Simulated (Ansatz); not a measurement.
# KTaO3 (Pm-3m): phonons against volume, part 3 of 4

Aim: how the vibrations of KTaO3 shift with volume, and the expansion that follows.

Ansatz 0.2.0; DFT LDA, scalar-relativistic, plane waves, PAW; PAW set soft_1.

So far, highest frequency (cm⁻¹): step 5 (lattice dynamics at this volume, V/V0 1) 948.

### 7. Phonons, V/V0 1.015

The same q-mesh and k-mesh are kept at every volume, so that much of their error can cancel in the differences.

File input.yaml:

```yaml
crystal:
  lattice:
    - [3.9710153479, 0.0, 0.0]
    - [0.0, 3.9710153479, 0.0]
    - [0.0, 0.0, 3.9710153479]
  atoms:
    - { symbol: K, position: [0.5, 0.5, 0.5] }
    - { symbol: Ta, position: [0.0, 0.0, 0.0] }
    - { symbol: O, position: [0.5, 0.0, 0.0] }
    - { symbol: O, position: [0.0, 0.5, 0.0] }
    - { symbol: O, position: [0.0, 0.0, 0.5] }
kpoints:
  mp_grid: { grid: [8, 8, 8] }
hamiltonian:
  xc: lda
  pseudopotentials: { kind: paw, azcp: { folder: soft_1 }, xc_functional: pbe }
scf:
  occupations: { method: fixed }
  lower_state_search: "off"
output:
  eigenvalues: true
phonons:
  method: dfpt
  dielectric: true
  rigid_motions: translations
  qmesh: [2, 2, 2]
  temperatures: { t_max: 1000, t_step: 50 }
  qpath:
    path:
      - [[0.0, 0.0, 0.0], [0.0, 0.5, 0.0], [0.5, 0.5, 0.0], [0.0, 0.0, 0.0], [0.5, 0.5, 0.5], [0.0, 0.5, 0.0]]
      - [[0.5, 0.5, 0.0], [0.5, 0.5, 0.5]]
    npoints: 10
```

Started as:

```bash
> ansatz run input.yaml --threads 18 --pin off --max-ram 92160MiB --backend cuda --events-out ev --progress --plain --runs-dir out --max-vram 78GiB
```

Numbers of over 12 decimals in the logs are rounded to 6 here.

The log of the run:

```text
[...]
Crystal: 5 atoms, lattice volume = 62.619 Å³
Basis set: ecut = 420 eV, 1237 PW (Γ), exchange–correlation on 54×54×54 points (8 copies of the dense FFT grid, shifted against one another)
Bands: 25, of which v1, the nominal top of the filled ones, is band 20 counted from 1 (19 counted from 0)
Symmetry: 48 space group operations
k-points: 170 of 512 (irreducible under 2 space group operations, time reversal used)
[...]
optical modes at Γ + LO–TO along q̂ = [0.0000, 1.0000, 0.0000]:
      ω (cm⁻¹)  modes    IR ((D/Å)²/amu)
[...]
optical modes at Γ + LO–TO along q̂ = [0.0000, 0.0000, 1.0000]:
      ω (cm⁻¹)  modes    IR ((D/Å)²/amu)
[...]
252.67      3             0.0000
        397.28      1             6.4267
        534.37      2            51.4702
        796.14      1            73.4278
--- Phonons (arbitrary-q DFPT): 4 irreducible q on the 2×2×2 mesh ---
[...]
interpolated dispersion: 63 rows × 15 modes
[...]
[key lines of the parts left out:]
SCF converged after 9 iterations
```

Elapsed: 9.7 s, on 1 × NVIDIA GB200 with 18 threads of Arm Neoverse V2, shared host; peak memory 2 GiB.

LO-TO term included. The phonon branches at the labelled points (cm⁻¹):

```
    point  branch 1  branch 2  branch 3  branch 4  branch 12  branch 13  branch 14  branch 15
        Γ         0         0         0        76        397        534        534        796
  halfway        46        46       139       139        406        524        524        820
        X        59        59       158       158        417        508        508        844
  halfway        59       139       150       158        432        494        557        861
        M        59       149       149       152        438        471        584        892
  halfway        53       121       158       159        421        512        553        830
        Γ         0         0         0        76        397        534        534        796
  halfway       139       139       146       195        422        542        542        846
        R       143       143       143       173        422        550        550        925
  halfway       142       151       166       176        429        528        553        876
        X        59        59       158       158        417        508        508        844
jump to M        59       149       149       152        438        471        584        892
  halfway       148       161       161       166        430        521        567        904
        R       143       143       143       173        422        550        550        925
```

No mode is imaginary beyond numerical noise at the solved wavevectors. The highest zone-centre mode (no LO–TO term) moved by -3.8 % for a volume change of +1.5 %.

### 8. A cell at another volume, V/V0 0.985

Symmetry fixes every atom, so a single point at the scaled cell gives the energy and pressure of this member.

The cell differs from the one that the last finished run ended in (a 3.971 → 3.932 Å, b 3.971 → 3.932 Å, c 3.971 → 3.932 Å).

input.yaml, the sections that differ from step 7:

```yaml
crystal:
  lattice:
    - [3.931500136, 0.0, 0.0]
    - [0.0, 3.931500136, 0.0]
    - [0.0, 0.0, 3.931500136]
  atoms:
    - { symbol: K, position: [0.5, 0.5, 0.5] }
    - { symbol: Ta, position: [0.0, 0.0, 0.0] }
    - { symbol: O, position: [0.5, 0.0, 0.0] }
    - { symbol: O, position: [0.0, 0.5, 0.0] }
    - { symbol: O, position: [0.0, 0.0, 0.5] }
output:
  forces: true
  stress: true
  eigenvalues: true
# kpoints, hamiltonian, scf: as in step 7
# phonons: removed
```

The log of the run:

```text
[...]
GPU FFT provider: cuFFT
GPU libraries: cuBLAS 13.8.1, cuFFT 12.4.0, cuSOLVER 12.3.2
[...]
Crystal: 5 atoms, lattice volume = 60.768 Å³
Basis set: ecut = 420 eV, 1213 PW (Γ)
Bands: 25, of which v1, the nominal top of the filled ones, is band 20 counted from 1 (19 counted from 0)
Symmetry: 48 space group operations
[...]
k-points: 35 of 512
[...]
k-point 0: bands = [... 16 lower, 7.7954, 8.3366, 8.3366, 8.3366, 11.1085, 11.1085, 11.1085, 15.6641, ... 1 higher]
  k-point 1: bands = [... 16 lower, 7.7119, 7.8496, 8.2500, 8.2500, 11.1345, 11.6333, 11.6333, 15.9548, ... 1 higher]
  k-point 2: bands = [... 16 lower, 7.1848, 7.5195, 8.1644, 8.1644, 11.1988, 12.7243, 12.7243, 16.3102, ... 1 higher]
  k-point 34: bands = [... 16 lower, 4.8762, 8.9399, 8.9399, 8.9399, 15.7691, 15.7691, 15.7691, 17.7962, ... 1 higher]
[key lines of the parts left out:]
SCF converged after 8 iterations
Free energy (F): -12851.812929 eV
Fermi energy:    8.939928 eV
P = ⅓ Tr σ = 3.4205 GPa (34.205 kbar)
```

It took 0.98 s on 1 × NVIDIA GB200 with 18 threads; peak memory 1 GiB; 1.9 s of CPU time.

The run ends at a pressure of 3.42 GPa.

### 9. Lattice dynamics at this volume, V/V0 0.985

The same q-mesh and k-mesh are kept at every volume, so that much of their error can cancel in the differences.

input.yaml, as its differences from that of step 8:

```diff
@@ -20,4 +20,13 @@
 output:
-  forces: true
-  stress: true
   eigenvalues: true
+phonons:
+  method: dfpt
+  dielectric: true
+  rigid_motions: translations
+  qmesh: [2, 2, 2]
+  temperatures: { t_max: 1000, t_step: 50 }
+  qpath:
+    path:
+      - [[0.0, 0.0, 0.0], [0.0, 0.5, 0.0], [0.5, 0.5, 0.0], [0.0, 0.0, 0.0], [0.5, 0.5, 0.5], [0.0, 0.5, 0.0]]
+      - [[0.5, 0.5, 0.0], [0.5, 0.5, 0.5]]
+    npoints: 10
```

The log of the run:

```text
[...]
Crystal: 5 atoms, lattice volume = 60.768 Å³
Basis set: ecut = 420 eV, 1213 PW (Γ), exchange–correlation on 54×54×54 points (8 copies of the dense FFT grid, shifted against one another)
Bands: 25, of which v1, the nominal top of the filled ones, is band 20 counted from 1 (19 counted from 0)
Symmetry: 48 space group operations
k-points: 170 of 512 (irreducible under 2 space group operations, time reversal used)
[...]
optical modes at Γ + LO–TO along q̂ = [0.0000, 1.0000, 0.0000]:
      ω (cm⁻¹)  modes    IR ((D/Å)²/amu)
[...]
optical modes at Γ + LO–TO along q̂ = [0.0000, 0.0000, 1.0000]:
      ω (cm⁻¹)  modes    IR ((D/Å)²/amu)
[...]
241.98      3             0.0000
        395.07      1             6.8703
        578.35      2            64.9640
        842.11      1            72.1786
--- Phonons (arbitrary-q DFPT): 4 irreducible q on the 2×2×2 mesh ---
[...]
interpolated dispersion: 63 rows × 15 modes
[...]
[key lines of the parts left out:]
SCF converged after 9 iterations
```

Wall time 9.5 s (1 × NVIDIA GB200 with 18 threads); peak memory 1.9 GiB; 51 s of CPU time.

No mode is imaginary beyond numerical noise at the solved wavevectors. The highest zone-centre mode (no LO–TO term) moved by +4.1 % for a volume change of -1.5 %.

### 10. A cell at another volume, V/V0 1.03

Symmetry fixes every atom, so a single point at the scaled cell gives the energy and pressure of this member.

input.yaml, the sections that differ from step 9:

```yaml
crystal:
  lattice:
    - [3.9904814205, 0.0, 0.0]
    - [0.0, 3.9904814205, 0.0]
    - [0.0, 0.0, 3.9904814205]
  atoms:
    - { symbol: K, position: [0.5, 0.5, 0.5] }
    - { symbol: Ta, position: [0.0, 0.0, 0.0] }
    - { symbol: O, position: [0.5, 0.0, 0.0] }
    - { symbol: O, position: [0.0, 0.5, 0.0] }
    - { symbol: O, position: [0.0, 0.0, 0.5] }
output:
  forces: true
  stress: true
  eigenvalues: true
# kpoints, hamiltonian, scf: as in step 9
# phonons: removed
```

The log of the run:

```text
[...]
GPU FFT provider: cuFFT
GPU libraries: cuBLAS 13.8.1, cuFFT 12.4.0, cuSOLVER 12.3.2
[...]
Crystal: 5 atoms, lattice volume = 63.544 Å³
Basis set: ecut = 420 eV, 1237 PW (Γ)
Bands: 25, of which v1, the nominal top of the filled ones, is band 20 counted from 1 (19 counted from 0)
Symmetry: 48 space group operations
[...]
k-points: 35 of 512
[...]
k-point 0: bands = [... 16 lower, 7.2409, 7.6833, 7.6833, 7.6833, 10.3906, 10.3906, 10.3906, 14.6778, ... 1 higher]
  k-point 1: bands = [... 16 lower, 7.1643, 7.2356, 7.6002, 7.6002, 10.4136, 10.8847, 10.8847, 14.9520, ... 1 higher]
  k-point 2: bands = [... 16 lower, 6.6196, 6.9891, 7.5214, 7.5214, 10.4704, 11.9077, 11.9077, 15.1444, ... 1 higher]
  k-point 34: bands = [... 16 lower, 4.3858, 8.3144, 8.3144, 8.3144, 14.7329, 14.7329, 14.7329, 17.0411, ... 1 higher]
[key lines of the parts left out:]
SCF converged after 9 iterations
Free energy (F): -12851.786611 eV
Fermi energy:    8.314367 eV
P = ⅓ Tr σ = -6.0620 GPa (-60.620 kbar)
```

Wall time 0.93 s (1 × NVIDIA GB200 with 18 threads); peak memory 1.1 GiB; 1.9 s of CPU time.

The run ends at a pressure of -6.06 GPa.

### 11. Lattice dynamics at this volume, V/V0 1.03

The same q-mesh and k-mesh are kept at every volume, so that much of their error can cancel in the differences.

input.yaml, as its differences from that of step 10:

```diff
@@ -20,4 +20,13 @@
 output:
-  forces: true
-  stress: true
   eigenvalues: true
+phonons:
+  method: dfpt
+  dielectric: true
+  rigid_motions: translations
+  qmesh: [2, 2, 2]
+  temperatures: { t_max: 1000, t_step: 50 }
+  qpath:
+    path:
+      - [[0.0, 0.0, 0.0], [0.0, 0.5, 0.0], [0.5, 0.5, 0.0], [0.0, 0.0, 0.0], [0.5, 0.5, 0.5], [0.0, 0.5, 0.0]]
+      - [[0.5, 0.5, 0.0], [0.5, 0.5, 0.5]]
+    npoints: 10
```

The log of the run:

```text
[...]
Crystal: 5 atoms, lattice volume = 63.544 Å³
Basis set: ecut = 420 eV, 1237 PW (Γ), exchange–correlation on 54×54×54 points (8 copies of the dense FFT grid, shifted against one another)
Bands: 25, of which v1, the nominal top of the filled ones, is band 20 counted from 1 (19 counted from 0)
Symmetry: 48 space group operations
k-points: 170 of 512 (irreducible under 2 space group operations, time reversal used)
[...]
773.97      1            74.1008
--- Phonons (arbitrary-q DFPT): 4 irreducible q on the 2×2×2 mesh ---
[...]
interpolated dispersion: 63 rows × 15 modes
[...]
zero-point energy: 0.281855 eV/cell   skipped modes (ω ≤ 0): 6, of them read as no rigid motion or as one in doubt: 3 (7.324e-4 modes/cell left out, lowest -16.36 cm⁻¹)   left out of the sums: 9.77e-5 of the cell's modes: C_V's classical limit lies that fraction below 3 k_B per atom; for a crystal, a wire or a layer, F and S can be off by more, and a phonons.interpolated_qmesh denser along its periods is the remedy for the sampling
[key lines of the parts left out:]
SCF converged after 10 iterations
```

Run time: 9.7 s. Hardware: 1 × NVIDIA GB200 with 18 threads; peak memory 2.1 GiB.

LO-TO term included. The phonon branches at the labelled points (cm⁻¹):

```
    point  branch 1  branch 2  branch 3  branch 4  branch 12  branch 13  branch 14  branch 15
        Γ       -16       -16         0         0        398        515        515        774
  halfway        31        31       124       124        407        503        503        797
        X        46        46       154       154        417        485        485        822
  halfway        47       134       145       154        430        469        531        838
        M        47       144       144       153        436        440        555        869
  halfway        40       115       153       154        421        490        530        808
        Γ       -16       -16         0         0        398        515        515        774
  halfway       134       134       141       189        422        518        518        823
        R       152       152       152       168        420        519        519        902
  halfway       137       146       162       171        428        500        526        854
        X        46        46       154       154        417        485        485        822
jump to M        47       144       144       153        436        440        555        869
  halfway       156       157       157       161        428        492        538        881
        R       152       152       152       168        420        519        519        902
```

The lowest solved frequency is -16.4 cm⁻¹, so the cell is unstable here and gives no valid free energy. The highest zone-centre mode (no LO–TO term) moved by -7.3 % for a volume change of +3.0 %.

### 12. Single point at a scaled cell, V/V0 0.97

Symmetry fixes every atom, so a single point at the scaled cell gives the energy and pressure of this member.

The cell differs from the one that the last finished run ended in (a 3.990 → 3.911 Å, b 3.990 → 3.911 Å, c 3.990 → 3.911 Å).

input.yaml, the sections that differ from step 11:

```yaml
crystal:
  lattice:
    - [3.9114411128, 0.0, 0.0]
    - [0.0, 3.9114411128, 0.0]
    - [0.0, 0.0, 3.9114411128]
  atoms:
    - { symbol: K, position: [0.5, 0.5, 0.5] }
    - { symbol: Ta, position: [0.0, 0.0, 0.0] }
    - { symbol: O, position: [0.5, 0.0, 0.0] }
    - { symbol: O, position: [0.0, 0.5, 0.0] }
    - { symbol: O, position: [0.0, 0.0, 0.5] }
output:
  forces: true
  stress: true
  eigenvalues: true
# kpoints, hamiltonian, scf: as in step 11
# phonons: removed
```

The log of the run:

```text
[...]
GPU FFT provider: cuFFT
GPU libraries: cuBLAS 13.8.1, cuFFT 12.4.0, cuSOLVER 12.3.2
[...]
Crystal: 5 atoms, lattice volume = 59.843 Å³
Basis set: ecut = 420 eV, 1189 PW (Γ)
Bands: 25, of which v1, the nominal top of the filled ones, is band 20 counted from 1 (19 counted from 0)
Symmetry: 48 space group operations
[...]
k-points: 35 of 512
[...]
k-point 0: bands = [... 16 lower, 7.9912, 8.5706, 8.5706, 8.5706, 11.3601, 11.3601, 11.3601, 16.0121, ... 1 higher]
  k-point 1: bands = [... 16 lower, 7.9049, 8.0682, 8.4826, 8.4826, 11.3872, 11.8959, 11.8959, 16.3076, ... 1 higher]
  k-point 2: bands = [... 16 lower, 7.3858, 7.7066, 8.3956, 8.3956, 11.4543, 13.0113, 13.0113, 16.7230, ... 1 higher]
  k-point 34: bands = [... 16 lower, 5.0529, 9.1623, 9.1623, 9.1623, 16.1357, 16.1357, 16.1357, 18.0615, ... 1 higher]
[key lines of the parts left out:]
SCF converged after 8 iterations
Free energy (F): -12851.782650 eV
Fermi energy:    9.162319 eV
P = ⅓ Tr σ = 7.1348 GPa (71.348 kbar)
```

Wall time 1 s (1 × NVIDIA GB200 with 18 threads); peak memory 1.1 GiB.

The run ends at a pressure of 7.13 GPa.

### 13. Lattice dynamics at this volume, V/V0 0.97

Phonons at this volume give one point of F(V, T); meshes stay fixed along the series.

input.yaml, as its differences from that of step 12:

```diff
@@ -20,4 +20,13 @@
 output:
-  forces: true
-  stress: true
   eigenvalues: true
+phonons:
+  method: dfpt
+  dielectric: true
+  rigid_motions: translations
+  qmesh: [2, 2, 2]
+  temperatures: { t_max: 1000, t_step: 50 }
+  qpath:
+    path:
+      - [[0.0, 0.0, 0.0], [0.0, 0.5, 0.0], [0.5, 0.5, 0.0], [0.0, 0.0, 0.0], [0.5, 0.5, 0.5], [0.0, 0.5, 0.0]]
+      - [[0.5, 0.5, 0.0], [0.5, 0.5, 0.5]]
+    npoints: 10
```

The log of the run:

```text
[...]
Crystal: 5 atoms, lattice volume = 59.843 Å³
Basis set: ecut = 420 eV, 1189 PW (Γ), exchange–correlation on 54×54×54 points (8 copies of the dense FFT grid, shifted against one another)
Bands: 25, of which v1, the nominal top of the filled ones, is band 20 counted from 1 (19 counted from 0)
Symmetry: 48 space group operations
k-points: 170 of 512 (irreducible under 2 space group operations, time reversal used)
[...]
optical modes at Γ + LO–TO along q̂ = [0.0000, 1.0000, 0.0000]:
      ω (cm⁻¹)  modes    IR ((D/Å)²/amu)
[...]
optical modes at Γ + LO–TO along q̂ = [0.0000, 0.0000, 1.0000]:
      ω (cm⁻¹)  modes    IR ((D/Å)²/amu)
[...]
235.41      3             0.0000
        393.50      1             7.0786
        602.50      2            70.9619
        865.93      1            71.5964
--- Phonons (arbitrary-q DFPT): 4 irreducible q on the 2×2×2 mesh ---
[...]
interpolated dispersion: 63 rows × 15 modes
[...]
[key lines of the parts left out:]
SCF converged after 9 iterations
```

Wall time 8.9 s (1 × NVIDIA GB200 with 18 threads); peak memory 2 GiB; 47 s of CPU time.

LO-TO term included. Phonon branches along the path, in cm⁻¹:

```
    point  branch 1  branch 2  branch 3  branch 4  branch 12  branch 13  branch 14  branch 15
        Γ         0         0         0       126        394        602        602        866
  halfway        56        56       155       160        402        595        595        890
        X        73        73       173       173        414        584        584        916
  halfway        73       153       164       173        434        576        640        932
        M        73       120       163       163        445        563        673        963
  halfway        66       135       173       174        421        586        632        901
        Γ         0         0         0       126        394        602        602        866
  halfway       152       152       160       201        423        624        624        916
        R       106       106       106       188        426        641        641        996
  halfway       156       164       177       187        432        614        638        948
        X        73        73       173       173        414        584        584        916
jump to M        73       120       163       163        445        563        673        963
  halfway       113       174       174       181        436        612        657        975
        R       106       106       106       188        426        641        641        996
```

No mode is imaginary beyond numerical noise at the solved wavevectors. The highest zone-centre mode (no LO–TO term) moved by +8.4 % for a volume change of -3.0 %.

### 14. Single point at a scaled cell, V/V0 1.05

Symmetry fixes every atom, so a single point at the scaled cell gives the energy and pressure of this member.

The cell differs from the one that the last finished run ended in (a 3.911 → 4.016 Å, b 3.911 → 4.016 Å, c 3.911 → 4.016 Å).

input.yaml, the sections that differ from step 13:

```yaml
crystal:
  lattice:
    - [4.0161443857, 0.0, 0.0]
    - [0.0, 4.0161443857, 0.0]
    - [0.0, 0.0, 4.0161443857]
  atoms:
    - { symbol: K, position: [0.5, 0.5, 0.5] }
    - { symbol: Ta, position: [0.0, 0.0, 0.0] }
    - { symbol: O, position: [0.5, 0.0, 0.0] }
    - { symbol: O, position: [0.0, 0.5, 0.0] }
    - { symbol: O, position: [0.0, 0.0, 0.5] }
output:
  forces: true
  stress: true
  eigenvalues: true
# kpoints, hamiltonian, scf: as in step 13
# phonons: removed
```

The log of the run:

```text
[...]
GPU FFT provider: cuFFT
GPU libraries: cuBLAS 13.8.1, cuFFT 12.4.0, cuSOLVER 12.3.2
[...]
Crystal: 5 atoms, lattice volume = 64.778 Å³
Basis set: ecut = 420 eV, 1309 PW (Γ)
Bands: 25, of which v1, the nominal top of the filled ones, is band 20 counted from 1 (19 counted from 0)
Symmetry: 48 space group operations
[...]
k-points: 35 of 512
[...]
k-point 0: bands = [... 16 lower, 7.0084, 7.4137, 7.4137, 7.4137, 10.0883, 10.0883, 10.0883, 14.2650, ... 1 higher]
  k-point 1: bands = [... 16 lower, 6.9355, 6.9813, 7.3325, 7.3325, 10.1101, 10.5697, 10.5697, 14.5307, ... 1 higher]
  k-point 2: bands = [... 16 lower, 6.3847, 6.7668, 7.2573, 7.2573, 10.1639, 11.5647, 11.5647, 14.6588, ... 1 higher]
  k-point 34: bands = [... 16 lower, 4.1832, 8.0520, 8.0520, 8.0520, 14.2994, 14.2994, 14.2994, 16.7235, ... 1 higher]
[key lines of the parts left out:]
SCF converged after 8 iterations
Free energy (F): -12851.726143 eV
Fermi energy:    8.051971 eV
P = ⅓ Tr σ = -9.5823 GPa (-95.823 kbar)
```

The job ended after 0.94 s (1 × NVIDIA GB200 with 18 threads; peak memory 1 GiB; 1.9 s of CPU time).

The run ends at a pressure of -9.58 GPa.

(Part 3 of 4 ends here.)

[Logs are printed without paths, hosts, clocks, repeated set-up lines and the standing remarks that a program may print on its own settings, such as how far it seeks lower states.]

[Hosts, paths, dates, database ids (printed as entryN), source tags and the programs' standing remarks are cut or masked in the printed files.]

[A step with changed settings may run another functional than the one named; its input shows which.]


